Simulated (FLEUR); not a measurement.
## GdN: exchange couplings by hand from total energies

Aim: get Heisenberg couplings of GdN from the energies of collinear orders, with pencil and paper, and test them on an order left out of the fit.

Program: FLEUR MaX-R8.1. Level of theory: LDA (VWN) with U = 4.02 eV, J = 0.7 eV on Gd f; all-electron FLAPW, Dirac cores, scalar-relativistic bands. Results are calculated unless marked as measured.

The database entry behind the starting cell differs from later determinations by our own check (about 0.3 % long), so it need not match the best structure at ambient conditions.

## Step 1: The structure

The structure is cubic, space group Fm-3m (No. 225). The conventional cell has a = 4.999 Å, b = 4.999 Å, c = 4.999 Å, α = 90.00°, β = 90.00°, γ = 90.00°. Gd has 6 N at 2.50 Å nearest. Nearest to N lie 6 Gd at 2.50 Å. Farther neighbours and most contacts between anions are not listed.

## Step 2: The parallel order

All energies count from this run. The U counters the self-interaction that shrinks the moments of a localised shell.

The file n_mmp_mat seeds the f occupations with whole cubic orbitals by Hund's first rule, so that the U acts from the first pass. inpgen writes inp.xml from crystal.txt; cutoffs, mixing, functional, smearing and local orbitals are then set in the file. The k list default-1 (kpts.xml, not shown) is a Γ-centred 8×8×8 mesh; where the ranks do not divide the number of points, some are split in two of half the weight.

Input file inp.xml:

```
<?xml version="1.0" encoding="UTF-8" standalone="no"?>
<fleurInput fleurInputVersion="0.39">
   <comment>
      GdN
   </comment>
   <calculationSetup>
      <cutoffs Kmax="3.61" Gmax="10.8" GmaxXC="10.8" numbands="0"/>
      <scfLoop itmax="130" minDistance="0.0001" maxIterBroyd="15" imix="Anderson" alpha="0.05" precondParam="0.0" spinf="2.0" sdNocoIR="T"/>
      <coreElectrons ctail="T" frcor="F" kcrel="0" coretail_lmax="0"/>
      <xcFunctional name="vwn" relativisticCorrections="F"/>
      <magnetism jspins="2"/>
      <soc l_soc="F" theta="0.0" phi="0.0" spav="F"/>
      <expertModes spex="0" secvar="F"/>
      <geometryOptimization l_f="F" forcealpha="1.0" forcemix="BFGS" epsdisp="0.00001" epsforce="0.00001"/>
      <ldaU l_linMix="F" mixParam="0.05" spinf="1.0"/>
   </calculationSetup>
   <cell>
      <bzIntegration valenceElectrons="23.0" mode="hist" fermiSmearingEnergy="0.00110248">
         <kPointListSelection listName="default-1"/>
         <xi:include xmlns:xi="http://www.w3.org/2001/XInclude" href="kpts.xml"> </xi:include>
      </bzIntegration>
      <xi:include xmlns:xi="http://www.w3.org/2001/XInclude" href="sym.xml"> </xi:include>
      <bulkLattice scale="1.0">
         <bravaisMatrix>
            <row-1>    0.0000000000000000     4.7233704484376995     4.7233704484376995</row-1>
            <row-2>    4.7233704484376995     0.0000000000000000     4.7233704484376995</row-2>
            <row-3>    4.7233704484376995     4.7233704484376995     0.0000000000000000</row-3>
         </bravaisMatrix>
      </bulkLattice>
   </cell>
   <atomSpecies>
      <species name="Gadolinium7.000" element="Gd" atomicNumber="64">
         <mtSphere radius="2.8" gridPoints="925" logIncrement="0.014"/>
         <atomicCutoffs lmax="10" lnonsphr="8"/>
         <electronConfig flipSpins="F">
            <coreConfig>(1s1/2) (2s1/2) (2p1/2) (2p3/2) (3s1/2) (3p1/2) (3p3/2) (4s1/2) (3d3/2) (3d5/2) (4p1/2) (4p3/2) (4d3/2) (4d5/2)</coreConfig>
            <valenceConfig>(5s1/2) (5p1/2) (5p3/2) (6s1/2) (4f5/2) (4f7/2) (5d3/2) (5d5/2)</valenceConfig>
            <stateOccupation state="(4f5/2)" spinUp="2.5" spinDown="0.5"/>
            <stateOccupation state="(4f7/2)" spinUp="4.0" spinDown="0.0"/>
            <stateOccupation state="(5d3/2)" spinUp="0.4" spinDown="0.0"/>
            <stateOccupation state="(5d5/2)" spinUp="0.6" spinDown="0.0"/>
         </electronConfig>
         <energyParameters s="6" p="6" d="5" f="4"/>
         <ldaU l="3" U="4.02" J="0.7" l_amf="F"/>
         <lo type="SCLO" l="0" n="5" eDeriv="0"/>
         <lo type="SCLO" l="1" n="5" eDeriv="0"/>
      </species>
      <species name="Nitrogen (N)" element="N" atomicNumber="7">
         <mtSphere radius="1.66" gridPoints="549" logIncrement="0.019"/>
         <atomicCutoffs lmax="6" lnonsphr="4"/>
         <electronConfig flipSpins="F">
            <coreConfig>(1s1/2)</coreConfig>
            <valenceConfig>(2s1/2) (2p1/2) (2p3/2)</valenceConfig>
            <stateOccupation state="(2p1/2)" spinUp="0.500000" spinDown="0.500000"/>
            <stateOccupation state="(2p3/2)" spinUp="1.000000" spinDown="1.000000"/>
         </electronConfig>
         <energyParameters s="2" p="2" d="3" f="4"/>
      </species>
   </atomSpecies>
   <atomGroups>
      <atomGroup species="Gadolinium7.000">
         <relPos label="                   1">.0000000000 .0000000000 .0000000000</relPos>
         <force calculate="T" relaxXYZ="TTT"/>
      </atomGroup>
      <atomGroup species="Nitrogen (N)">
         <relPos label="                   2">1.000/2.000 1.000/2.000 1.000/2.000</relPos>
         <force calculate="T" relaxXYZ="TTT"/>
      </atomGroup>
   </atomGroups>
   <output dos="F" band="F" slice="F">
      <bandDOS minEnergy="-.5*Htr" maxEnergy="0.5*Htr" sigma="0.015" storeEVData="T"/>
      <plotting iplot="0" polar="F">
         <plot TwoD="T" vec1="  1.0  0.0  0.0" vec2="  0.0  1.0  0.0" vec3="  0.0  0.0  1.0" zero="  0.0  0.0  0.0" file="plot"/>
      </plotting>
      <moessbauerParams electricFieldGradient="F" isomerShift="F" coreHyperfine="F" valenceHyperfine="F"/>
   </output>
</fleurInput>
```

Input file crystal.txt:

```
GdN
&input film=F cartesian=F /
0.00000000000  2.49950000000  2.49950000000
2.49950000000  0.00000000000  2.49950000000
2.49950000000  2.49950000000  0.00000000000
1.8897261246
1.0 1.0 1.0

2
64 0.00000000000  0.00000000000  0.00000000000 : 7.000
7 0.50000000000  0.50000000000  0.50000000000

&kpt div1=8 div2=8 div3=8 gamma=T /
```

The run is started by

```sh
OMP_NUM_THREADS=1 inpgen -f crystal.txt > inpgen.log  # inp.xml is then edited as shown
OMP_NUM_THREADS=1 mpirun -n 4 fleur_MPI > fleur.log
```

Output:

```text
Welcome to FLEUR        (www.flapw.de)
      MaX-Release 8.1          (www.max-centre.eu)

 ========== k-point set info ==========
 Selected k-point list: default-1
 k-point list type: mesh
 0 x 0 x 0
 Number of k points: 32

 [... set-up left out ...]
 Iteration:     1   Distance:      26.70170550 me/bohr^3
 Iteration:     2   Distance:      25.72710619 me/bohr^3
 Iteration:     3   Distance:      19.22268475 me/bohr^3
 Iteration:     4   Distance:      14.77911135 me/bohr^3
 Iteration:     5   Distance:       2.96155077 me/bohr^3
[...]
[... left out ...]
            <freeEnergy value="-11327.5323849858"/>
            <extrapolationTo0K value="-11327.5323742141"/>
         </totalEnergy>
         [... left out ...]
         <ldaUDensityMatrixConvergence>
            <distance spin="1" distance="0.000000"/>
            <distance spin="2" distance="0.000000"/>
         </ldaUDensityMatrixConvergence>
         <densityConvergence units="me/bohr^3">
            <chargeDensity spin="1" distance="0.0000112036"/>
            <chargeDensity spin="2" distance="0.0000094551"/>
            <overallChargeDensity distance="0.0000181003"/>
            <spinDensity distance="0.0000101102"/>
         </densityConvergence>
      </iteration>
```

Elapsed: 8 s, on 4 MPI ranks of Intel Xeon 6975P-C (Granite Rapids), shared host; peak memory 0.21 GiB.

Spin moment in the muffin-tin sphere by atom:

```
atom  spin moment in the muffin-tin sphere (μB)
 Gd1                                       7.03
  N2                                      -0.10
```

Read from the output:

```yaml
free_energy: -308237.8589 eV
program_s_band_gap_on_this_mesh_in_a_metal_only_a_level_spacing: 0.06689 eV
magnetization: 7 μB
final_state: ferromagnetic, with opposed induced moments
```

After 20 cycles the largest moment stands at 7.03 μB.

## Step 3: The orders used for the fit

The other orders were run with the same settings, on meshes that hold the same points. Free energies are divided by the number of Gd atoms; q is in fractions of the reciprocal vectors of the first run's cell.

```
              order  atoms   mesh  free energy (eV)     eV per Gd  largest moment (μB)
                F +      2  8×8×8      -308237.8589  -308237.8589                 7.03
AF q=(0,1/2,1/2) +-      4  8×4×8      -616475.6997  -308237.8498                 7.00
```

## Step 4: Counting neighbours

With E = −Σ J e_i·e_j over ordered pairs of unit vectors, turning a neighbour from parallel to opposed costs 2J a Gd atom. So an order lies 2 Σ n J over the parallel one, n being the opposed neighbours in each shell.

```
shell  distance (Å)  neighbours  opposed in AF q=(0,1/2,1/2) +-  opposed in AF q=(0,0,1/2) +-
   J1          3.53          12                               8                             6
   J2          5.00           6                               0                             6
```

Only J1 is kept.

## Step 5: Solving

```
2 × 8 × J1 = +9.1 meV    (AF q=(0,1/2,1/2) +-)
J1 = +0.57 meV
```

## Step 6: The test

The couplings now give the orders that were left out:

```
2 × 6 × (+0.57) = +6.8 meV    (AF q=(0,0,1/2) +-)
```

The runs themselves:

```
            order  atoms   mesh  free energy (eV)     eV per Gd  largest moment (μB)  over the parallel order (meV)  foretold (meV)
AF q=(0,0,1/2) +-      4  8×8×4      -616475.7017  -308237.8509                 7.01                           +8.1            +6.8
```

## Step 7: One more shell

One try is to add the next shell, though changing moments can also cause the miss. Both differences then fix both couplings, and no order is left for a test.

```
2 × 8 × J1 = +9.1 meV    (AF q=(0,1/2,1/2) +-)
2 × 6 × J1 + 2 × 6 × J2 = +8.1 meV    (AF q=(0,0,1/2) +-)
J1 = +0.57 meV
J2 = +0.11 meV
```

## Step 8: Mean-field temperature

```
gain of F + over disorder = (12 − 2 × 0) × (+0.57) + (6 − 2 × 0) × (+0.11) = 7.5 meV
T = 2 × 7.5 / (3 × 0.08617) = 58 K
```

## Step 9: Results

```
effective coupling of the reversed pairs, counted on J1 (Gd–Gd at 3.53 Å) : 0.57 meV
largest miss on the orders left out                                       : 1.3 meV
J1 with two shells                                                        : 0.57 meV
J2 with two shells                                                        : 0.11 meV
mean-field ordering temperature                                           : 58 K
```

**Reading.** The model misses the order left out by 1.3 meV, 14 % of the largest distance from the parallel order, so it holds only roughly. With the next shell added the couplings are J1 = +0.57 and J2 = +0.11 meV, untested. The largest moments of the orders differ by 0.42 % of the greatest. One difference fixes one number: it sums all reversed shells and need not be the coupling of the nearest one, even in sign. Mean field overstates the temperature of the model, and classical spins understate it for small quantum spins, by up to the factor (S+1)/S. The f shell is half filled, so the spin-only picture is fair.

[Logs and program files are shortened in this print: banners, set-up blocks, solver, clock and traceback lines can be left out without a mark of their own.]

[Logs are printed without paths, hosts, clocks, repeated set-up lines and the standing remarks that a program may print on its own settings, such as how far it seeks lower states.]

[Hosts, paths, dates, database ids (printed as entryN), source tags and the programs' standing remarks are cut or masked in the printed files.]

[Where a cell is said to come from a database of computed structures, the database is the Materials Project.]
